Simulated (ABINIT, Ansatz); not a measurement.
# Be3Al (Pm-3m): zone-centre phonons, part 2 of 3

Which modes does Be3Al (Pm-3m) have at the zone centre?

ABINIT 10.8.3; DFT LDA, scalar-relativistic, plane waves, HGH norm-conserving pseudopotentials.

So far. Step 2 (Relaxing the cell and atoms): The volume changes by -1.8 % from the cell with which this run began. The relaxed cell has a = 3.407 Å (conventional setting).

The structure was built from a prototype and need not be the compound's stable phase.

## (4) Zone-centre response

At q = 0 one unit cell holds all displacements. The response is solved for single atoms along the cell's directions, and symmetry skips those that follow from others. The crystal is treated as a metal, which screens a static field, so no field response is asked.

Input file dfpt_gamma.abi:

```

# common to the responses
getwfk_filepath "gso_WFK"
kptopt 2
nqpt 1
qpt 0.0 0.0 0.0
asr 0
chneut 0

# displacements
rfphon 1
rfatpol 1 4
rfdir 1 1 1
tolvrs 1.0d-10
prtwf 0

# basis, mesh and filling
ecut 40.0
ixc 7
ngkpt 8 8 8
nshiftk 1
shiftk 0.0 0.0 0.0
istwfk *1
occopt 7
tsmear 0.01
nband 10
nstep 100
diemac 1000000.0
prtebands 0
prtgsr 0
useylm 1

# cell and atoms
acell 3*1.0 Angstrom
rprim 
    3.407239702 0.0 0.0
    0.0 3.407239702 0.0
    0.0 0.0 3.407239702
ntypat 2
znucl 13 4
natom 4
typat 1 2 2 2
xred 
    0.0 0.0 0.0
    0.0 0.5 0.5
    0.5 0.0 0.5
    0.5 0.5 0.0
pp_dirpath "./pseudo"
pseudos "Al.hgh, Be.hgh"
```

The run is started by

```sh
OMP_NUM_THREADS=1 mpirun -n 4 abinit dfpt_gamma.abi > dfpt_gamma.log
```

Numbers of over 12 decimals in the logs are rounded to 6 here.

dfpt_gamma.abo, the main output file:

```text
[banners, grids, parts of the stress and lines that vanish by symmetry left out]
- input  file    -> dfpt_gamma.abi
- output file    -> dfpt_gamma.abo
- root for input  files -> dfpt_gammai
- root for output files -> dfpt_gammao

 Symmetries : space group Pm -3 m (#221); Bravais cP (primitive cubic)
================================================================================
 Values of the parameters that define the memory need of the present run (RF).
     intxc =       0      iscf =       7    lmnmax =       5     lnmax =       3
     mgfft =      40  mpssoang =       2    mqgrid =    3001     natom =       4
  nloc_mem =       1    nspden =       1   nspinor =       1    nsppol =       1
      nsym =      48    n1xccc =       0    ntypat =       2    occopt =       7
   xclevel =       1
-    mband =          10        mffmem =           1         mkmem =          65
-   mkqmem =          65        mk1mem =          65           mpw =        3242
      nfft =       64000          nkpt =         260
- my_mband =          10
================================================================================
================================================================================

--------------------------------------------------------------------------------
------------- Echo of variables that govern the present computation ------------
--------------------------------------------------------------------------------
-
- outvars: echo of selected default values
-   iomode0 =  0 , fftalg0 =312 , wfoptalg0 =  0
-
- outvars: echo of global parameters not present in the input file
-  max_nthreads =    1
-
 -outvars: echo values of preprocessed input variables
 [... echo left out ...]
================================================================================

 chkinp: Checking input parameters for consistency.

[...]
== DATASET  1 ==================================================================
-   mpi_nproc: 4, omp_nthreads: 1 (-1 if OMP is not activated)

--- !DatasetInfo
iteration_state: {dtset: 1, }
dimensions: {natom: 4, nkpt: 260, mband: 10, nsppol: 1, nspinor: 1, nspden: 1, mpw: 3242, }
cutoff_energies: {ecut:  40.0, pawecutdg:  -1.0, }
electrons: {nelect:   9.00000000E+00, charge:   0.00000000E+00, occopt:   7.00000000E+00, tsmear:   1.00000000E-02, }
meta: {optdriver: 1, rfphon: 1, }
...

 mkfilename: getwfk from: gso_WFK

 Exchange-correlation functional for the present dataset will be:
  LDA: Perdew-Wang 92 LSD fit to Ceperley-Alder data - ixc=7
 Citation for XC functional:
  J.P.Perdew and Y.Wang, PRB 45, 13244 (1992)

 Real(R)+Recip(G) space primitive vectors, cartesian coordinates (Bohr,Bohr^-1):
 R(1)=  6.4387499  0.0000000  0.0000000  G(1)=  0.1553097  0.0000000  0.0000000
 R(2)=  0.0000000  6.4387499  0.0000000  G(2)=  0.0000000  0.1553097  0.0000000
 R(3)=  0.0000000  0.0000000  6.4387499  G(3)=  0.0000000  0.0000000  0.1553097
 Unit cell volume ucvol=  2.6693447E+02 bohr^3
 Angles (23,13,12)=  9.00000000E+01  9.00000000E+01  9.00000000E+01 degrees
 setup1 : take into account q-point for computing boxcut.

 getcut: wavevector=  0.0000  0.0000  0.0000  ngfft=  40  40  40
         ecut(hartree)=     40.000   => boxcut(ratio)=   2.18204

--- Pseudopotential description ------------------------------------------------
- pspini: atom type   1  psp file is ./pseudo/Al.hgh

- pspini: atom type   2  psp file is ./pseudo/Be.hgh

  -1.52346294E+02                                ecore*ucvol(ha*bohr**3)
--------------------------------------------------------------------------------

 ==>  initialize data related to q vector <==

 The list of irreducible perturbations for this q vector is:
    1)    idir= 1    ipert=   1
    2)    idir= 1    ipert=   2
    3)    idir= 2    ipert=   2

[...]
The perturbation idir=   2  ipert=   1 is
 symmetric of a previously calculated perturbation.
 So, its SCF calculation is not needed.

 The perturbation idir=   3  ipert=   1 is
 symmetric of a previously calculated perturbation.
 So, its SCF calculation is not needed.

 The perturbation idir=   3  ipert=   2 is
 symmetric of a previously calculated perturbation.
 So, its SCF calculation is not needed.

 The perturbation idir=   1  ipert=   3 is
 symmetric of a previously calculated perturbation.
 So, its SCF calculation is not needed.

[...]
The perturbation idir=   2  ipert=   4 is
 symmetric of a previously calculated perturbation.
 So, its SCF calculation is not needed.

 The perturbation idir=   3  ipert=   4 is
 symmetric of a previously calculated perturbation.
 So, its SCF calculation is not needed.

--------------------------------------------------------------------------------
 Perturbation wavevector (in red.coord.)   0.000000  0.000000  0.000000
 Perturbation : displacement of atom   1   along direction   1
 Found     8 symmetries that leave the perturbation invariant.

[...]
dfpt_looppert : total number of electrons, from k and k+q
  fully or partially occupied states are    9.000000E+00 and    9.000000E+00.
 Initialisation of the first-order wave-functions :
  ireadwf=   0

--- !BeginCycle
iteration_state: {dtset: 1, }
solver: {iscf: 7, nstep: 100, nline: 4, wfoptalg: 0, }
tolerances: {tolvrs: 1.00E-10, }
...

     iter   2DEtotal(Ha)        deltaE(Ha) residm    vres2
-ETOT  1   10.824484454767     -1.741E+01 5.504E-01 3.255E+04
 ETOT  2   4.012805     -6.812E+00 3.285E-02 1.242E+02
 ETOT  3   3.988238     -2.457E-02 2.897E-04 9.318E-01
 ETOT  4   3.988146     -9.283E-05 1.036E-05 1.129E-03
 ETOT  5   3.988145     -2.968E-07 1.644E-07 3.145E-05
[...]
At SCF step    8       vres2   =  3.12E-11 < tolvrs=  1.00E-10 =>converged.
[...]
Mean square residual over all n,k,spin=   16.310E-15; max=  42.438E-13

 Thirteen components of 2nd-order total energy (hartree) are
 1,2,3: 0th-order hamiltonian combined with 1st-order wavefunctions
     kin0=   2.77450280E+01 eigvalue=  -2.22260665E+00  local=  -2.43522564E+01
 4,5,6: 1st-order hamiltonian combined with 1st and 0th-order wfs
 loc psp =   2.26067450E+01  Hartree=   5.18160974E+00     xc=  -2.28345076E+00
 note that "loc psp" includes a xc core correction that could be resolved
 7,8,9: eventually, occupation + non-local contributions
    edocc=   2.24830056E+00     enl0=   1.79269892E+01   enl1=  -7.10939721E+01
 1-9 gives the relaxation energy (to be shifted if some occ is /=2.0)
   erelax=  -2.42436134E+01
 10,11,12 Non-relaxation  contributions : frozen-wavefunctions and Ewald
 fr.local=  -2.96096796E+01 fr.nonlo=   4.61313664E+01  Ewald=   1.17100718E+01
 13,14 Frozen wf xc core corrections (1) and (2)
 frxc 1  =   0.00000000E+00  frxc 2 =   0.00000000E+00
 Resulting in :
 2DEtotal=    0.3988145283E+01 Ha. Also 2DEtotal=    0.108522961713E+03 eV
    (2DErelax=   -2.4243613374E+01 Ha. 2DEnonrelax=    2.8231758658E+01 Ha)
    (  non-var. 2DEtotal :    3.9881451240E+00 Ha)

[...]
Perturbation wavevector (in red.coord.)   0.000000  0.000000  0.000000
 Perturbation : displacement of atom   2   along direction   1
 Found     8 symmetries that leave the perturbation invariant.

[...]
dfpt_looppert : total number of electrons, from k and k+q
  fully or partially occupied states are    9.000000E+00 and    9.000000E+00.
 Initialisation of the first-order wave-functions :
  ireadwf=   0

--- !BeginCycle
iteration_state: {dtset: 1, }
solver: {iscf: 7, nstep: 100, nline: 4, wfoptalg: 0, }
tolerances: {tolvrs: 1.00E-10, }
...

     iter   2DEtotal(Ha)        deltaE(Ha) residm    vres2
-ETOT  1   6.341051     -3.421E+01 1.841E-01 2.669E+04
[...]
At SCF step    8       vres2   =  1.37E-12 < tolvrs=  1.00E-10 =>converged.
[...]
Mean square residual over all n,k,spin=   29.057E-15; max=  61.840E-13

 Thirteen components of 2nd-order total energy (hartree) are
 1,2,3: 0th-order hamiltonian combined with 1st-order wavefunctions
     kin0=   4.38404524E+01 eigvalue=  -4.00040098E+00  local=  -2.18960761E+01
 4,5,6: 1st-order hamiltonian combined with 1st and 0th-order wfs
 loc psp =  -1.45970526E+01  Hartree=   4.69566455E+00     xc=  -1.86783512E+00
 note that "loc psp" includes a xc core correction that could be resolved
 7,8,9: eventually, occupation + non-local contributions
    edocc=   2.50538005E+00     enl0=   1.65620735E+01   enl1=  -6.50814642E+01
 1-9 gives the relaxation energy (to be shifted if some occ is /=2.0)
   erelax=  -3.98392584E+01
 10,11,12 Non-relaxation  contributions : frozen-wavefunctions and Ewald
 fr.local=  -3.99466915E+00 fr.nonlo=   3.81336032E+01  Ewald=   6.41546899E+00
 13,14 Frozen wf xc core corrections (1) and (2)
 frxc 1  =   0.00000000E+00  frxc 2 =   0.00000000E+00
 Resulting in :
 2DEtotal=    0.7151447307E+00 Ha. Also 2DEtotal=    0.194600794900E+02 eV
    (2DErelax=   -3.9839258352E+01 Ha. 2DEnonrelax=    4.0554403083E+01 Ha)
    (  non-var. 2DEtotal :    7.1514471699E-01 Ha)

[...]
Perturbation wavevector (in red.coord.)   0.000000  0.000000  0.000000
 Perturbation : displacement of atom   2   along direction   2
 Found     4 symmetries that leave the perturbation invariant.

--------------------------------------------------------------------------------

--------------------------------------------------------------------------------

 dfpt_looppert : total number of electrons, from k and k+q
  fully or partially occupied states are    9.000000E+00 and    9.000000E+00.
 Initialisation of the first-order wave-functions :
  ireadwf=   0

--- !BeginCycle
iteration_state: {dtset: 1, }
solver: {iscf: 7, nstep: 100, nline: 4, wfoptalg: 0, }
tolerances: {tolvrs: 1.00E-10, }
...

     iter   2DEtotal(Ha)        deltaE(Ha) residm    vres2
-ETOT  1   8.568470     -3.587E+01 2.938E-01 2.888E+04
[...]
ETOT  7   2.404609     -6.480E-12 2.543E-10 8.862E-10
 ETOT  8   2.404609     -3.766E-13 2.247E-11 4.014E-12

 At SCF step    8       vres2   =  4.01E-12 < tolvrs=  1.00E-10 =>converged.
[...]
Mean square residual over all n,k,spin=   43.190E-15; max=  22.473E-12

 Thirteen components of 2nd-order total energy (hartree) are
 1,2,3: 0th-order hamiltonian combined with 1st-order wavefunctions
     kin0=   4.47177422E+01 eigvalue=  -4.04113474E+00  local=  -2.33077409E+01
 4,5,6: 1st-order hamiltonian combined with 1st and 0th-order wfs
 loc psp =  -1.56354497E+01  Hartree=   5.22163548E+00     xc=  -2.07987845E+00
 note that "loc psp" includes a xc core correction that could be resolved
 7,8,9: eventually, occupation + non-local contributions
    edocc=   2.91971460E+00     enl0=   1.86071984E+01   enl1=  -6.84396235E+01
 1-9 gives the relaxation energy (to be shifted if some occ is /=2.0)
   erelax=  -4.20375365E+01
 10,11,12 Non-relaxation  contributions : frozen-wavefunctions and Ewald
 fr.local=  -8.15974429E+00 fr.nonlo=   4.21478742E+01  Ewald=   1.04540160E+01
 13,14 Frozen wf xc core corrections (1) and (2)
 frxc 1  =   0.00000000E+00  frxc 2 =   0.00000000E+00
 Resulting in :
 2DEtotal=    0.2404609353E+01 Ha. Also 2DEtotal=    0.654327538675E+02 eV
    (2DErelax=   -4.2037536548E+01 Ha. 2DEnonrelax=    4.4442145901E+01 Ha)
    (  non-var. 2DEtotal :    2.4046093183E+00 Ha)

[...]
---- first-order wavefunction calculations are completed ----

 ==> Compute Derivative Database <==

 [... matrices left out ...]
  Phonon wavevector (reduced coordinates) :  0.00000  0.00000  0.00000
 Phonon energies in Hartree :
   2.730119E-05  2.730119E-05  2.730119E-05  1.120983E-03  1.120983E-03
   1.120983E-03  2.082917E-03  2.082917E-03  2.082917E-03  2.114534E-03
   2.114534E-03  2.114534E-03
 Phonon frequencies in cm-1    :
-  5.991918E+00  5.991918E+00  5.991918E+00  2.460274E+02  2.460274E+02
-  2.460274E+02  4.571475E+02  4.571475E+02  4.571475E+02  4.640866E+02
-  4.640866E+02  4.640866E+02

== END DATASET(S) ==============================================================
================================================================================

 -outvars: echo values of variables after computation
            acell      1.8897261259E+00  1.8897261259E+00  1.8897261259E+00 Bohr
           etotal      2.4046093527E+00
            fcart      0.0000000000E+00  0.0000000000E+00  0.0000000000E+00
           strten      0.0000000000E+00  0.0000000000E+00  0.0000000000E+00
================================================================================
```

Elapsed: 74 s, on 4 MPI ranks of Intel Xeon at 2.70GHz, shared host.

Read from the output:

```
largest acoustic frequency at the zone centre before the sum rule : 5.99 cm⁻¹
highest optical zone-centre mode (no LO-TO term)                  : 464.1 cm⁻¹
lowest optical zone-centre mode                                   : 246.0 cm⁻¹
```

The acoustic modes at Γ come out as far as 6.0 cm⁻¹ from zero, where they should vanish, a small numerical error.

(Part 2 of 3 ends here.)

[Host names and launcher messages were left out of these logs when they were recorded.]

[Logs are printed without paths, hosts, clocks, repeated set-up lines and the standing remarks that a program may print on its own settings, such as how far it seeks lower states.]

[Hosts, paths, dates, database ids (printed as entryN), source tags and the programs' standing remarks are cut or masked in the printed files.]
